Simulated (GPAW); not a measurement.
**1T-VBrI monolayer in an electric field**

How does 1T-VBrI monolayer screen a perpendicular field?

Calculated with GPAW 26.7.0; GPAW, PAW setups; layer in a repeated cell with vacuum, relaxation of atoms and in-plane cell, in the first sound run; inputs show where later runs differ.

**1. The starting structure**

The cell holds 3 atoms: 1 I, 1 V and 1 Br. Its edges and angles: a = 3.908 Å, b = 3.908 Å, c = 21.198 Å, α = 90.0°, β = 90.0°, γ = 120.0°. Vacuum lies along c.

**2. Relaxation**

The atoms are relaxed first, since the surface dipole, and with it the work function, follows the positions of the outer layers.

File run.py:

```python
import json
import numpy as np
from ase import Atoms
from ase.filters import FrechetCellFilter
from ase.optimize import BFGS
from gpaw import GPAW, PW

slab = Atoms(
    ['I', 'V', 'Br'],
    positions=[
        [1.95383, 1.12805, 9.00000],
        [0.00000, 0.00000, 10.76343],
        [-0.00000, 2.25609, 12.19788]],
    cell=[[3.90767, 0.0, 0.0], [-1.95383, 3.38414, 0.0], [0.0, 0.0, 21.1979]],
    pbc=[True, True, True],
    magmoms=[0.0, 1.0, 0.0])

slab.calc = GPAW(mode=PW(600), xc='PBE', kpts={'size': (9, 9, 1), 'gamma': True},
                 occupations={'name': 'fermi-dirac', 'width': 0.05}, nbands='160%',
                 convergence={'density': 1e-05}, maxiter=200,
                 symmetry={'tolerance': 1e-3}, txt='slab.txt')
result = {}
# The in-plane cell is free; stress needs a cell that repeats along all three vectors
path = []
opt = BFGS(FrechetCellFilter(slab, mask=[1, 1, 0, 0, 0, 1]), maxstep=0.2)
opt.attach(lambda: path.append((slab.get_potential_energy(), slab.positions.tolist(), slab.get_forces().tolist())))
result['relaxed'] = bool(opt.run(fmax=0.02, steps=45))
result['path'] = path
result['cell'] = slab.cell.tolist()
print('in-plane lattice', slab.cell.cellpar().round(4)[[0, 1, 5]])
energy = slab.get_potential_energy()
fermi = slab.calc.get_fermi_level()
v = slab.calc.get_electrostatic_potential().mean((0, 1)) - fermi
n = slab.calc.get_pseudo_density().mean((0, 1))
L = slab.cell[2, 2]
z = np.arange(len(v)) * L / len(v)
low, high = slab.positions[:, 2].min(), slab.positions[:, 2].max()
below, above = np.interp([low - 6.8, high + 6.8], z, v)
slopes = [np.interp(x, z, np.gradient(v, z)) for x in (low - 6.8, high + 6.8)]
eps = np.array([[slab.calc.get_eigenvalues(k, s) for k in range(len(slab.calc.get_ibz_k_points()))]
                for s in range(slab.calc.get_number_of_spins())]) - fermi
top, bottom = eps[eps < 0].max(), eps[eps > 0].min()
dipole = slab.get_dipole_moment()[2]
print(f'energy {energy:.4f} eV, Fermi level {fermi:.4f} eV, dipole {dipole:.5f} e A')
print(f'potential 6.8 A off the faces, from the Fermi level: lower {below:.4f} eV, upper {above:.4f} eV')
print(f'slope of the potential there: lower {slopes[0]:.5f}, upper {slopes[1]:.5f} eV/A')
print(f'nearest levels on the mesh: {top:.4f} and {bottom:.4f} eV')
print('magnetic moment', round(slab.get_magnetic_moment(), 3))
result.update(energy=energy, fermi=fermi, dipole=dipole, below=below, above=above, slopes=slopes, edges=[top, bottom],
              z=z.tolist(), v=v.tolist(), n=n.tolist(), positions=slab.positions.tolist(),
              forces=slab.get_forces(apply_constraint=False).tolist(), moments=slab.get_magnetic_moments().tolist())
json.dump(result, open('result.json', 'w'))
```

Launch:

```sh
$ OMP_NUM_THREADS=1 OPENBLAS_NUM_THREADS=1 python run.py
```

The program printed:

```text
Step          Energy          fmax
BFGS:    0      -13.532293        0.419694
BFGS:    1      -13.536240        0.386176
BFGS:    2      -13.560175        0.188046
BFGS:    3      -13.561618        0.169106
BFGS:    4      -13.570933        0.008521
in-plane lattice [  3.9878   3.9878 119.9999]
energy -13.5709 eV, Fermi level -1.1865 eV, dipole -0.03654 e A
potential 6.8 A off the faces, from the Fermi level: lower 3.8953 eV, upper 3.9994 eV
slope of the potential there: lower -0.02272, upper -0.02270 eV/A
nearest levels on the mesh: -0.6396 and 0.5882 eV
magnetic moment 3.0
```

Run time: 9.9 min. Hardware: 1 thread of Arm Neoverse V1, shared host; peak memory 0.56 GiB.

Numbers from this step:

* dipole along the normal: -0.03654 e·Å
* levels nearest the Fermi level on the mesh: -0.6396, 0.5882 eV from the Fermi level
* site moments: -0.03949, 2.535, -0.02414 μB
* sum of the site moments: 2.472 μB

Table of electrostatic potential energy of an electron (without an applied field's), less the Fermi level, planar mean by z:

```csv
z (Å),"electrostatic potential energy of an electron (without an applied field's), less the Fermi level, planar mean (eV)"
0.0,3.95
0.5,3.94
1.0,3.92
1.5,3.91
2.0,3.90
2.5,3.89
3.0,3.88
3.5,3.87
4.0,3.86
4.5,3.85
5.0,3.83
5.5,3.82
6.0,3.81
6.5,3.77
7.0,3.68
7.5,3.28
8.0,1.58
8.5,-4.90
9.0,-16.6
9.5,-11.1
10.0,-4.31
10.5,-7.73
11.0,-7.51
11.5,-5.37
12.0,-11.8
12.5,-6.20
13.0,1.55
13.5,3.59
14.0,4.00
14.5,4.08
15.0,4.08
15.5,4.08
16.0,4.07
16.5,4.05
17.0,4.04
17.5,4.03
18.0,4.02
18.5,4.01
19.0,4.00
19.5,3.99
20.0,3.97
20.5,3.96
21.0,3.95
```

Table of pseudo valence density, planar mean by z:

```csv
z (Å),"pseudo valence density, planar mean (e/Å³)"
5.5,6.6e-5
6.0,2.8e-4
6.5,0.00125
7.0,0.00562
7.5,0.0250
8.0,0.0994
8.5,0.260
9.0,0.156
9.5,0.303
10.0,0.304
10.5,0.838
11.0,0.802
11.5,0.346
12.0,0.307
12.5,0.291
13.0,0.134
13.5,0.0306
14.0,0.00615
14.5,0.00124
15.0,2.6e-4
15.5,5.8e-5
```

Site moment by atom:

```csv
atom,site moment (μB)
I1,-0.04
V2,2.54
Br3,-0.02
```

The relaxation lowered the energy of the cell by 0.0386 eV (energies extrapolated to zero smearing; the optimiser's log prints free energies). The largest force left on a free atom is 0.0045 eV/Å.

**3. The slab's potential**

With the geometry fixed, the planar mean of the potential gives the vacuum level on each side.

This step: GPAW, PAW setups; slab in vacuum (GPAW 26.7.0).

The cell differs from the one that the last finished run ended in (c 21.198 → 21.016 Å).

Changes to run.py since step 2:

```diff
@@ -3,4 +3,2 @@
 from ase import Atoms
-from ase.filters import FrechetCellFilter
-from ase.optimize import BFGS
 from gpaw import GPAW, PW
@@ -10,22 +8,15 @@
     positions=[
-        [1.95383, 1.12805, 9.00000],
-        [0.00000, 0.00000, 10.76343],
-        [-0.00000, 2.25609, 12.19788]],
-    cell=[[3.90767, 0.0, 0.0], [-1.95383, 3.38414, 0.0], [0.0, 0.0, 21.1979]],
-    pbc=[True, True, True],
+        [1.99388, 1.15117, 9.00000],
+        [-0.00000, -0.00000, 10.62853],
+        [-0.00000, 2.30234, 12.01604]],
+    cell=[[3.98777, -0.0, 0.0], [-1.99388, 3.45351, 0.0], [0.0, 0.0, 21.016]],
+    pbc=[True, True, False],
     magmoms=[0.0, 1.0, 0.0])
 
-slab.calc = GPAW(mode=PW(600), xc='PBE', kpts={'size': (9, 9, 1), 'gamma': True},
+slab.calc = GPAW(mode=PW(400), xc='PBE', kpts={'size': (9, 9, 1), 'gamma': True},
                  occupations={'name': 'fermi-dirac', 'width': 0.05}, nbands='160%',
                  convergence={'density': 1e-05}, maxiter=200,
+                 poissonsolver={'dipolelayer': 'xy'},
                  symmetry={'tolerance': 1e-3}, txt='slab.txt')
 result = {}
-# The in-plane cell is free; stress needs a cell that repeats along all three vectors
-path = []
-opt = BFGS(FrechetCellFilter(slab, mask=[1, 1, 0, 0, 0, 1]), maxstep=0.2)
-opt.attach(lambda: path.append((slab.get_potential_energy(), slab.positions.tolist(), slab.get_forces().tolist())))
-result['relaxed'] = bool(opt.run(fmax=0.02, steps=45))
-result['path'] = path
-result['cell'] = slab.cell.tolist()
-print('in-plane lattice', slab.cell.cellpar().round(4)[[0, 1, 5]])
 energy = slab.get_potential_energy()
```

The program printed:

```text
energy -13.5464 eV, Fermi level -1.1636 eV, dipole -0.02821 e A
potential 6.8 A off the faces, from the Fermi level: lower 3.7632 eV, upper 4.1353 eV
slope of the potential there: lower -0.00002, upper 0.00002 eV/A
nearest levels on the mesh: -0.6393 and 0.5879 eV
magnetic moment 3.0
```

It took 69 s on 1 thread; peak memory 0.29 GiB.

Numbers from this step:

* dipole along the normal: -0.02821 e·Å
* levels nearest the Fermi level on the mesh: -0.6393, 0.5879 eV from the Fermi level
* upper work function: 4.135 eV
* lower work function: 3.763 eV
* site moments: -0.03945, 2.533, -0.02427 μB
* upper ionisation energy: 4.775 eV
* sum of the site moments: 2.470 μB

Table of electrostatic potential energy of an electron (without an applied field's), less the Fermi level, planar mean by z:

```csv
z (Å),"electrostatic potential energy of an electron (without an applied field's), less the Fermi level, planar mean (eV)"
0,3.95
1,3.76
2,3.76
3,3.76
4,3.76
5,3.76
6,3.75
7,3.61
8,0.783
9,-17.4
10,-4.43
11,-6.52
12,-12.2
13,2.28
14,4.06
15,4.13
16,4.13
17,4.14
18,4.14
19,4.14
20,4.14
```

The pseudo valence density, planar mean by z:

```csv
z (Å),"pseudo valence density, planar mean (e/Å³)"
5,2.1e-5
6,3.9e-4
7,0.00784
8,0.130
9,0.143
10,0.334
11,0.624
12,0.292
13,0.102
14,0.00444
15,1.9e-4
16,9.0e-6
```

The layer is gapped, so the Fermi level lies somewhere inside the gap, set by smearing and numerics, and these work functions are no property of the material; the band edges below the vacuum level are. The potential is flat to 2.3e-5 eV/Å where it is read, so the vacuum is wide enough.

**4. In a field**

A uniform field along the normal polarises the slab; the atoms stay fixed, so this is the electronic response alone.

Changes to run.py since step 3:

```diff
@@ -4,2 +4,3 @@
 from gpaw import GPAW, PW
+from gpaw.external import ConstantElectricField
 
@@ -19,2 +20,3 @@
                  poissonsolver={'dipolelayer': 'xy'},
+                 external=ConstantElectricField(-0.2, [0, 0, 1]),
                  symmetry={'tolerance': 1e-3}, txt='slab.txt')
```

The program printed:

```text
energy -13.5592 eV, Fermi level -1.1421 eV, dipole -0.10169 e A
potential 6.8 A off the faces, from the Fermi level: lower 3.2534 eV, upper 4.5895 eV
slope of the potential there: lower -0.00002, upper 0.00002 eV/A
nearest levels on the mesh: -0.6395 and 0.5861 eV
magnetic moment 3.0
```

Run time: 4 min. Hardware: 1 thread; peak memory 0.43 GiB.

Numbers from this step:

```
dipole along the normal                                         : -0.1017 e·Å
levels nearest the Fermi level on the mesh                      : -0.6395, 0.5861 eV from the Fermi level
site moments                                                    : -0.04046, 2.534, -0.02357 μB
potential below the slab, the applied field's own ramp left out : 3.253 eV from the Fermi level
potential above the slab, the applied field's own ramp left out : 4.589 eV from the Fermi level
```

Electrostatic potential energy of an electron (without an applied field's), less the Fermi level, planar mean against z:

```csv
z (Å),"electrostatic potential energy of an electron (without an applied field's), less the Fermi level, planar mean (eV)"
0.0,3.92
0.5,3.25
1.0,3.25
1.5,3.25
2.0,3.25
2.5,3.25
3.0,3.25
3.5,3.25
4.0,3.25
4.5,3.25
5.0,3.25
5.5,3.25
6.0,3.25
6.5,3.22
7.0,3.11
7.5,2.60
8.0,0.352
8.5,-7.75
9.0,-17.6
9.5,-9.00
10.0,-4.52
10.5,-8.57
11.0,-6.44
11.5,-6.14
12.0,-11.9
12.5,-3.62
13.0,2.68
13.5,4.19
14.0,4.50
14.5,4.57
15.0,4.58
15.5,4.59
16.0,4.59
16.5,4.59
17.0,4.59
17.5,4.59
18.0,4.59
18.5,4.59
19.0,4.59
19.5,4.59
20.0,4.59
20.5,4.59
```

The dipole is now -0.102 e Å, against -0.028 in the run without a field.

**5. Field on**

Changes to run.py since step 4:

```diff
@@ -20,3 +20,3 @@
                  poissonsolver={'dipolelayer': 'xy'},
-                 external=ConstantElectricField(-0.2, [0, 0, 1]),
+                 external=ConstantElectricField(-0.1, [0, 0, 1]),
                  symmetry={'tolerance': 1e-3}, txt='slab.txt')
```

The program printed:

```text
energy -13.5508 eV, Fermi level -1.1522 eV, dipole -0.06501 e A
potential 6.8 A off the faces, from the Fermi level: lower 3.5075 eV, upper 4.3616 eV
slope of the potential there: lower -0.00002, upper 0.00002 eV/A
nearest levels on the mesh: -0.6391 and 0.5866 eV
magnetic moment 3.0
```

The job ended after 4 min (1 thread; peak memory 0.43 GiB).

This step gave:

```yaml
dipole_along_the_normal: -0.06501 e·Å
levels_nearest_the_fermi_level_on_the_mesh: -0.6391, 0.5866 eV from the Fermi level
site_moments: -0.03995, 2.533, -0.02391 μB
potential_below_the_slab_the_applied_field_s_own_ramp_left_out: 3.507 eV from the Fermi level
potential_above_the_slab_the_applied_field_s_own_ramp_left_out: 4.362 eV from the Fermi level
```

The electrostatic potential energy of an electron (without an applied field's), less the Fermi level, planar mean by z:

z (Å), electrostatic potential energy of an electron (without an applied field's), less the Fermi level, planar mean (eV) and a bar from the least value:
```
      0.0        3.9 #############################
      0.5        3.5 #############################
      1.0        3.5 #############################
      1.5        3.5 #############################
      2.0        3.5 #############################
      2.5        3.5 #############################
      3.0        3.5 #############################
      3.5        3.5 #############################
      4.0        3.5 #############################
      4.5        3.5 #############################
      5.0        3.5 #############################
      5.5        3.5 #############################
      6.0        3.5 #############################
      6.5        3.5 #############################
      7.0        3.4 #############################
      7.5        2.8 ############################
      8.0        0.6 #########################
      8.5       -7.6 ##############
      9.0      -17.5 
      9.5       -8.9 ############
     10.0       -4.5 ##################
     10.5       -8.6 ############
     11.0       -6.5 ###############
     11.5       -6.2 ###############
     12.0      -12.1 #######
     12.5       -3.8 ###################
     13.0        2.5 ###########################
     13.5        4.0 #############################
     14.0        4.3 ##############################
     14.5        4.3 ##############################
     15.0        4.4 ##############################
     15.5        4.4 ##############################
     16.0        4.4 ##############################
     16.5        4.4 ##############################
     17.0        4.4 ##############################
     17.5        4.4 ##############################
     18.0        4.4 ##############################
     18.5        4.4 ##############################
     19.0        4.4 ##############################
     19.5        4.4 ##############################
     20.0        4.4 ##############################
     20.5        4.4 ##############################
```

The dipole is now -0.0650 e Å, against -0.028 in the run without a field.

**6. Field on**

Changes to run.py since step 5:

```diff
@@ -20,3 +20,3 @@
                  poissonsolver={'dipolelayer': 'xy'},
-                 external=ConstantElectricField(-0.1, [0, 0, 1]),
+                 external=ConstantElectricField(-0.05, [0, 0, 1]),
                  symmetry={'tolerance': 1e-3}, txt='slab.txt')
```

The program printed:

```text
energy -13.5480 eV, Fermi level -1.1576 eV, dipole -0.04666 e A
potential 6.8 A off the faces, from the Fermi level: lower 3.6351 eV, upper 4.2481 eV
slope of the potential there: lower -0.00002, upper 0.00002 eV/A
nearest levels on the mesh: -0.6389 and 0.5868 eV
magnetic moment 3.0
```

Elapsed: 4 min, on 1 thread; peak memory 0.43 GiB.

**7. Field on**

Changes to run.py since step 6:

```diff
@@ -20,3 +20,3 @@
                  poissonsolver={'dipolelayer': 'xy'},
-                 external=ConstantElectricField(-0.05, [0, 0, 1]),
+                 external=ConstantElectricField(0.05, [0, 0, 1]),
                  symmetry={'tolerance': 1e-3}, txt='slab.txt')
```

The program printed:

```text
energy -13.5452 eV, Fermi level -1.1693 eV, dipole -0.00996 e A
potential 6.8 A off the faces, from the Fermi level: lower 3.8914 eV, upper 4.0222 eV
slope of the potential there: lower -0.00002, upper 0.00002 eV/A
nearest levels on the mesh: -0.6383 and 0.5870 eV
magnetic moment 3.0
```

Wall time 4 min (1 thread); peak memory 0.43 GiB.

**8. Field on**

Changes to run.py since step 7:

```diff
@@ -20,3 +20,3 @@
                  poissonsolver={'dipolelayer': 'xy'},
-                 external=ConstantElectricField(0.05, [0, 0, 1]),
+                 external=ConstantElectricField(0.1, [0, 0, 1]),
                  symmetry={'tolerance': 1e-3}, txt='slab.txt')
```

The program printed:

```text
energy -13.5452 eV, Fermi level -1.1755 eV, dipole 0.00840 e A
potential 6.8 A off the faces, from the Fermi level: lower 4.0201 eV, upper 3.9097 eV
slope of the potential there: lower -0.00002, upper 0.00002 eV/A
nearest levels on the mesh: -0.6380 and 0.5870 eV
magnetic moment 3.0
```

It took 4 min on 1 thread; peak memory 0.43 GiB.

The dipole is now 0.00840 e Å, against -0.028 in the run without a field.

**9. In a field**

Changes to run.py since step 8:

```diff
@@ -20,3 +20,3 @@
                  poissonsolver={'dipolelayer': 'xy'},
-                 external=ConstantElectricField(0.1, [0, 0, 1]),
+                 external=ConstantElectricField(0.2, [0, 0, 1]),
                  symmetry={'tolerance': 1e-3}, txt='slab.txt')
```

The program printed:

```text
energy -13.5479 eV, Fermi level -1.1887 eV, dipole 0.04516 e A
potential 6.8 A off the faces, from the Fermi level: lower 4.2790 eV, upper 3.6856 eV
slope of the potential there: lower -0.00002, upper 0.00002 eV/A
nearest levels on the mesh: -0.6372 and 0.5868 eV
magnetic moment 3.0
```

Wall time 4.2 min (1 thread); peak memory 0.43 GiB.

(Part 1 of 2 ends here.)

[Logs are printed without paths, hosts, clocks, repeated set-up lines and the standing remarks that a program may print on its own settings, such as how far it seeks lower states.]

[Hosts, paths, dates, database ids (printed as entryN), source tags and the programs' standing remarks are cut or masked in the printed files.]
